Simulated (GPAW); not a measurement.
# Settings that the conductance of a Ag chain with one Au atom in line needs, part 2 of 3

Aim: the cheapest settings that leave the conductance of a Ag chain with one Au atom in line unchanged.

GPAW 26.7.0; GPAW LCAO, PAW setups; Landauer transmission from Green's functions with principal layers (ASE), zero bias.

So far, transmission at the Fermi level (one spin): step 2 (the reference run) 0.850; step 5 (smearing 0.2 eV) 0.830; step 6 (smearing 0.4 eV) 0.837; step 8 (energies [-2, 2, 0.2] eV) 0.850; step 9 (energies [-2, 2, 0.1] eV) 0.850.

### Step 11. Energy step: de = 0.0125

run.py reads:

```python
import json
import numpy as np
from ase import Atoms
from ase.transport.calculators import TransportCalculator
from gpaw import GPAW, FermiDirac
from gpaw.lcao.tools import get_lcao_hamiltonian
from scipy.linalg import eigh

# The junction with lead layers at both ends, along the third cell vector
device = Atoms(
    ['Ag', 'Ag', 'Ag', 'Ag', 'Ag', 'Ag', 'Au', 'Ag', 'Ag', 'Ag', 'Ag', 'Ag', 'Ag'],
    positions=[
        [4.50000, 4.50000, 1.33000],
        [4.50000, 4.50000, 3.99000],
        [4.50000, 4.50000, 6.65000],
        [4.50000, 4.50000, 9.31000],
        [4.50000, 4.50000, 11.97000],
        [4.50000, 4.50000, 14.63000],
        [4.50000, 4.50000, 17.20510],
        [4.50000, 4.50000, 19.78020],
        [4.50000, 4.50000, 22.44020],
        [4.50000, 4.50000, 25.10020],
        [4.50000, 4.50000, 27.76020],
        [4.50000, 4.50000, 30.42020],
        [4.50000, 4.50000, 33.08020]],
    cell=[[9.0, 0.0, 0.0], [0.0, 9.0, 0.0], [0.0, 0.0, 34.4102]],
    pbc=True)

# One principal layer of the lead: the first 4 atoms of the device
lead = Atoms(
    ['Ag', 'Ag', 'Ag', 'Ag'],
    positions=[
        [4.50000, 4.50000, 1.33000],
        [4.50000, 4.50000, 3.99000],
        [4.50000, 4.50000, 6.65000],
        [4.50000, 4.50000, 9.31000]],
    cell=[[9.0, 0.0, 0.0], [0.0, 9.0, 0.0], [0.0, 0.0, 10.64]],
    pbc=True)

settings = dict(mode='lcao', basis='szp(dzp)', xc='LDA', h=0.2,
                occupations=FermiDirac(0.1), maxiter=250,
                mixer=dict(beta=0.1, nmaxold=8, weight=100.0),
                convergence=dict(density=0.0001))
energies = np.arange(-2, 2 + 1e-9, 0.0125)
eta = 0.0001
n1, n2 = 1, 1
# k and -k transmit alike, so half of the mesh across the current serves
mesh = [(i, j) for i in range(n1) for j in range(n2) if (i, j) <= (-i % n1, -j % n2)]
weights = np.array([1 if (i, j) == (-i % n1, -j % n2) else 2 for i, j in mesh]) / (n1 * n2)

# [... helper functions left out ...]
fermi_lead = ground_state(lead, (1, 1, 11), 'lead.txt')
fermi_device = ground_state(device, (1, 1, 3), 'device.txt')
# [... loop over the mesh left out, but for ...]
        # Shift the lead onto the potential of the device's first layer
        shift = ((H[:, 0, 0] - H0[:, 0, 0]) / S0[0, 0]).real.mean()
# [...]
kT = 8.617333e-5 * 300
bias = [0.1, 0.2, 0.5, 1.0, 1.5, 2.0]
# [... integrals and printing left out ...]
```

Started as:

```sh
$ OMP_NUM_THREADS=1 OPENBLAS_NUM_THREADS=1 python run.py
```

The job ended after 44 s (1 thread of Arm Neoverse V2, shared host; peak memory 1.2 GiB).

The conductance equals that of the base run to 0.2 %.

### Step 12. Convergence in the energy step

This step: convergence of the conductance (GPAW 26.7.0).

Conductance against energy step:

```
energy step (eV)  conductance (G₀)
          0.0125             0.849
          0.0250             0.849
          0.0500             0.849
          0.1000             0.848
          0.2000             0.847
```

### Step 13. Grid spacing: h = 0.3

The real-space grid carries density and potential; a coarse one breaks translation symmetry along the lead and scatters electrons that should pass.

This step: GPAW LCAO, PAW setups; Landauer transmission from Green's functions with principal layers (ASE), zero bias (GPAW 26.7.0).

run.py, as its differences from that of step 11:

```diff
@@ -39,3 +39,3 @@
 
-settings = dict(mode='lcao', basis='szp(dzp)', xc='LDA', h=0.2,
+settings = dict(mode='lcao', basis='szp(dzp)', xc='LDA', h=0.3,
                 occupations=FermiDirac(0.1), maxiter=250,
@@ -43,3 +43,3 @@
                 convergence=dict(density=0.0001))
-energies = np.arange(-2, 2 + 1e-9, 0.0125)
+energies = np.arange(-2, 2 + 1e-9, 0.05)
 eta = 0.0001
```

Run time: 15 s. Hardware: 1 thread; peak memory 0.46 GiB.

Numbers from this step:

| Quantity | Value |
| --- | --- |
| conductance | 0.8488 G₀ |
| largest misfit of the first principal layer | 0.06268 eV |
| shift that aligns the lead | 0.002316 eV |
| transmission at the Fermi level (one spin) | 0.8499 |

One spin. Transmission, zone mean against energy, zero at the Fermi level:

```
energy (eV)  transmission, zone mean
     -2.000                     2.21
     -1.800                     2.07
     -1.600                     1.53
     -1.400                    0.376
     -1.200                  4.3e-10
     -1.000                   0.0403
     -0.850                    0.175
     -0.800                    0.164
     -0.700                    0.961
     -0.600                    0.665
     -0.400                    0.714
     -0.200                    0.810
      0.000                    0.850
      0.200                    0.857
      0.400                    0.859
      0.600                    0.867
      0.800                    0.880
      1.000                    0.895
      1.200                    0.911
      1.400                    0.924
      1.600                    0.934
      1.800                    0.942
      2.000                    0.947
```

Not self-consistent under bias; the bias window is split evenly. Current through one cell, from the zero-bias transmission against bias:

```
bias (V)  current through one cell, from the zero-bias transmission (μA)
   0.100                                                            6.57
   0.200                                                            13.1
   0.500                                                            32.6
   1.000                                                            63.3
   1.500                                                            92.1
   2.000                                                             112
```

The conductance equals that of the base run to 0.2 %.

### Step 14. Grid spacing: h = 0.26

run.py, as its differences from that of step 13:

```diff
@@ -39,3 +39,3 @@
 
-settings = dict(mode='lcao', basis='szp(dzp)', xc='LDA', h=0.3,
+settings = dict(mode='lcao', basis='szp(dzp)', xc='LDA', h=0.26,
                 occupations=FermiDirac(0.1), maxiter=250,
```

The job ended after 21 s (1 thread; peak memory 0.71 GiB).

Numbers from this step:

| Quantity | Value |
| --- | --- |
| conductance | 0.8485 G₀ |
| largest coupling past the next principal layer | 3.39e-5 eV |
| largest misfit of the first principal layer | 0.06272 eV |
| shift that aligns the lead | 0.001601 eV |
| transmission at the Fermi level (one spin) | 0.8495 |

One spin. Transmission, zone mean against energy, zero at the Fermi level:

```
energy (eV)  transmission, zone mean
     -2.000                     2.20
     -1.800                     2.03
     -1.600                     1.44
     -1.400                    0.304
     -1.200                  3.9e-10
     -1.000                   0.0413
     -0.850                    0.165
     -0.800                    0.144
     -0.700                    0.990
     -0.600                    0.662
     -0.400                    0.715
     -0.200                    0.810
      0.000                    0.850
      0.200                    0.857
      0.400                    0.859
      0.600                    0.866
      0.800                    0.879
      1.000                    0.895
      1.200                    0.910
      1.400                    0.924
      1.600                    0.934
      1.800                    0.941
      2.000                    0.947
```

Not self-consistent under bias; the bias window is split evenly. The current through one cell, from the zero-bias transmission by bias:

```
bias (V)  current through one cell, from the zero-bias transmission (μA)
   0.100                                                            6.57
   0.200                                                            13.1
   0.500                                                            32.5
   1.000                                                            63.3
   1.500                                                            91.9
   2.000                                                             111
```

The conductance equals that of the base run to 0.2 %.

### Step 15. Grid spacing: h = 0.22

run.py, as its differences from that of step 14:

```diff
@@ -39,3 +39,3 @@
 
-settings = dict(mode='lcao', basis='szp(dzp)', xc='LDA', h=0.26,
+settings = dict(mode='lcao', basis='szp(dzp)', xc='LDA', h=0.22,
                 occupations=FermiDirac(0.1), maxiter=250,
```

The job ended after 28 s (1 thread; peak memory 0.97 GiB).

One spin. Transmission, zone mean against energy, zero at the Fermi level:

```
energy (eV)  transmission, zone mean
      -2.00                     2.19
      -1.90                     2.14
      -1.80                     2.02
      -1.70                     1.80
      -1.55                     1.11
      -1.45                    0.449
      -1.35                   2.6e-8
      -1.25                  6.0e-10
      -1.15                   5.8e-9
      -1.05                   2.2e-9
      -0.90                    0.142
      -0.85                    0.162
      -0.80                    0.137
      -0.70                    0.986
      -0.60                    0.661
      -0.50                    0.666
      -0.40                    0.715
      -0.25                    0.791
      -0.15                    0.825
      -0.05                    0.844
       0.00                    0.850
       0.05                    0.853
       0.15                    0.856
       0.25                    0.857
       0.40                    0.859
       0.50                    0.862
       0.60                    0.866
       0.70                    0.872
       0.80                    0.879
       0.90                    0.887
       1.05                    0.899
       1.15                    0.907
       1.25                    0.914
       1.35                    0.920
       1.45                    0.926
       1.55                    0.931
       1.70                    0.938
       1.80                    0.941
       1.90                    0.944
       2.00                    0.947
```

The conductance equals that of the base run to 0.2 %.

### Step 16. Grid spacing: h = 0.16

run.py, as its differences from that of step 15:

```diff
@@ -39,3 +39,3 @@
 
-settings = dict(mode='lcao', basis='szp(dzp)', xc='LDA', h=0.22,
+settings = dict(mode='lcao', basis='szp(dzp)', xc='LDA', h=0.16,
                 occupations=FermiDirac(0.1), maxiter=250,
```

Run time: 64 s. Hardware: 1 thread; peak memory 2.4 GiB.

The conductance equals that of the base run to 0.2 %.

### Step 17. Grid spacing: h = 0.14

run.py, as its differences from that of step 16:

```diff
@@ -39,3 +39,3 @@
 
-settings = dict(mode='lcao', basis='szp(dzp)', xc='LDA', h=0.16,
+settings = dict(mode='lcao', basis='szp(dzp)', xc='LDA', h=0.14,
                 occupations=FermiDirac(0.1), maxiter=250,
```

The job ended after 91 s (1 thread; peak memory 3.4 GiB).

The conductance equals that of the base run to 0.2 %.

### Step 18. Convergence in the grid spacing

This step: convergence of the conductance (GPAW 26.7.0).

The conductance stays at 0.849 G₀ for grid spacing from 0.14 to 0.3 Å.

### Step 19. Periods in a principal layer

A principal layer must be long enough that orbitals couple only to the neighbouring layers.

This step: GPAW LCAO, PAW setups; Landauer transmission from Green's functions with principal layers (ASE), zero bias (GPAW 26.7.0).

run.py, as its differences from that of step 17:

```diff
@@ -28,14 +28,12 @@
 
-# One principal layer of the lead: the first 4 atoms of the device
+# One principal layer of the lead: the first 2 atoms of the device
 lead = Atoms(
-    ['Ag', 'Ag', 'Ag', 'Ag'],
+    ['Ag', 'Ag'],
     positions=[
         [4.50000, 4.50000, 1.33000],
-        [4.50000, 4.50000, 3.99000],
-        [4.50000, 4.50000, 6.65000],
-        [4.50000, 4.50000, 9.31000]],
-    cell=[[9.0, 0.0, 0.0], [0.0, 9.0, 0.0], [0.0, 0.0, 10.64]],
+        [4.50000, 4.50000, 3.99000]],
+    cell=[[9.0, 0.0, 0.0], [0.0, 9.0, 0.0], [0.0, 0.0, 5.32]],
     pbc=True)
 
-settings = dict(mode='lcao', basis='szp(dzp)', xc='LDA', h=0.14,
+settings = dict(mode='lcao', basis='szp(dzp)', xc='LDA', h=0.2,
                 occupations=FermiDirac(0.1), maxiter=250,
@@ -51,3 +49,3 @@
 # [... helper functions left out ...]
-fermi_lead = ground_state(lead, (1, 1, 11), 'lead.txt')
+fermi_lead = ground_state(lead, (1, 1, 21), 'lead.txt')
 fermi_device = ground_state(device, (1, 1, 3), 'device.txt')
```

Wall time 32 s (1 thread); peak memory 1.2 GiB.

This step gave:

| Property | Result |
| --- | --- |
| conductance | 0.8841 G₀ |
| thermopower | -5.093 μV/K |
| largest coupling past the next principal layer | 0.2028 eV |
| largest misfit of the first principal layer | 0.01411 eV |
| shift that aligns the lead | 0.001989 eV |
| basis functions of a principal layer | 30 |
| transmission at the Fermi level (one spin) | 0.9521 |

One spin. Table of transmission, zone mean by energy, zero at the Fermi level:

```
energy (eV)  transmission, zone mean
      -2.00                     2.20
      -1.85                     2.10
      -1.70                     1.81
      -1.60                     1.41
      -1.45                    0.475
      -1.30                  0.00790
      -1.15                    0.129
      -1.05                   0.0115
      -0.90                    0.149
      -0.85                    0.172
      -0.75                   0.0453
      -0.70                     1.00
      -0.60                    0.682
      -0.50                    0.681
      -0.35                    0.754
      -0.20                    0.812
      -0.05                    0.778
       0.00                    0.952
       0.05                    0.889
       0.20                    0.867
       0.35                    0.860
       0.50                    0.860
       0.60                    0.863
       0.75                    0.873
       0.90                    0.888
       1.05                    0.906
       1.15                    0.919
       1.30                    0.938
       1.45                    0.956
       1.60                    0.971
       1.70                    0.979
       1.85                    0.988
       2.00                    0.991
```

Not self-consistent under bias; the bias window is split evenly. The current through one cell, from the zero-bias transmission by bias:

```
bias (V)  current through one cell, from the zero-bias transmission (μA)
   0.100                                                            6.79
   0.200                                                            13.4
   0.500                                                            32.9
   1.000                                                            64.0
   1.500                                                            93.0
   2.000                                                             113
```

The conductance, 0.884 G₀, lies 4.2 % above that of the base run. Couplings past the next layer reach 0.20 eV, too large to drop without error; the matrix elements of the cell's first layer differ from the bulk lead's by up to 0.014 eV. That layer keeps its own values in the calculation, and only beyond it is the lead taken as perfect.

### Step 20. Periods in a principal layer

run.py, as its differences from that of step 19:

```diff
@@ -28,9 +28,10 @@
 
-# One principal layer of the lead: the first 2 atoms of the device
+# One principal layer of the lead: the first 3 atoms of the device
 lead = Atoms(
-    ['Ag', 'Ag'],
+    ['Ag', 'Ag', 'Ag'],
     positions=[
         [4.50000, 4.50000, 1.33000],
-        [4.50000, 4.50000, 3.99000]],
-    cell=[[9.0, 0.0, 0.0], [0.0, 9.0, 0.0], [0.0, 0.0, 5.32]],
+        [4.50000, 4.50000, 3.99000],
+        [4.50000, 4.50000, 6.65000]],
+    cell=[[9.0, 0.0, 0.0], [0.0, 9.0, 0.0], [0.0, 0.0, 7.98]],
     pbc=True)
@@ -49,3 +50,3 @@
 # [... helper functions left out ...]
-fermi_lead = ground_state(lead, (1, 1, 21), 'lead.txt')
+fermi_lead = ground_state(lead, (1, 1, 14), 'lead.txt')
 fermi_device = ground_state(device, (1, 1, 3), 'device.txt')
```

Elapsed: 34 s, on 1 thread; peak memory 1.2 GiB.

Numbers from this step:

* conductance: 0.8548 G₀
* largest coupling past the next principal layer: 0.02010 eV
* largest misfit of the first principal layer: 0.06079 eV
* shift that aligns the lead: 0.001968 eV
* basis functions of a principal layer: 45
* transmission at the Fermi level (one spin): 0.8559

One spin. Transmission, zone mean against energy, zero at the Fermi level:

```
energy (eV)  transmission, zone mean
      -2.00                     2.19
      -1.90                     2.14
      -1.80                     2.02
      -1.70                     1.80
      -1.55                     1.10
      -1.45                    0.446
      -1.35                  0.00356
      -1.25                  0.00296
      -1.15                   0.0476
      -1.05                  0.00826
      -0.90                    0.144
      -0.85                    0.163
      -0.80                    0.138
      -0.70                    0.991
      -0.60                    0.671
      -0.50                    0.673
      -0.40                    0.722
      -0.25                    0.798
      -0.15                    0.831
      -0.05                    0.850
       0.00                    0.856
       0.05                    0.859
       0.15                    0.863
       0.25                    0.864
       0.40                    0.865
       0.50                    0.868
       0.60                    0.872
       0.70                    0.876
       0.80                    0.814
       0.90                    0.894
       1.05                    0.894
       1.15                    0.914
       1.25                    0.922
       1.35                    0.929
       1.45                    0.935
       1.55                    0.941
       1.70                    0.947
       1.80                    0.951
       1.90                    0.954
       2.00                    0.957
```

[end of part 2 of 3]

[Logs are printed without paths, hosts, clocks, repeated set-up lines and the standing remarks that a program may print on its own settings, such as how far it seeks lower states.]

[Hosts, paths, dates, database ids (printed as entryN), source tags and the programs' standing remarks are cut or masked in the printed files.]
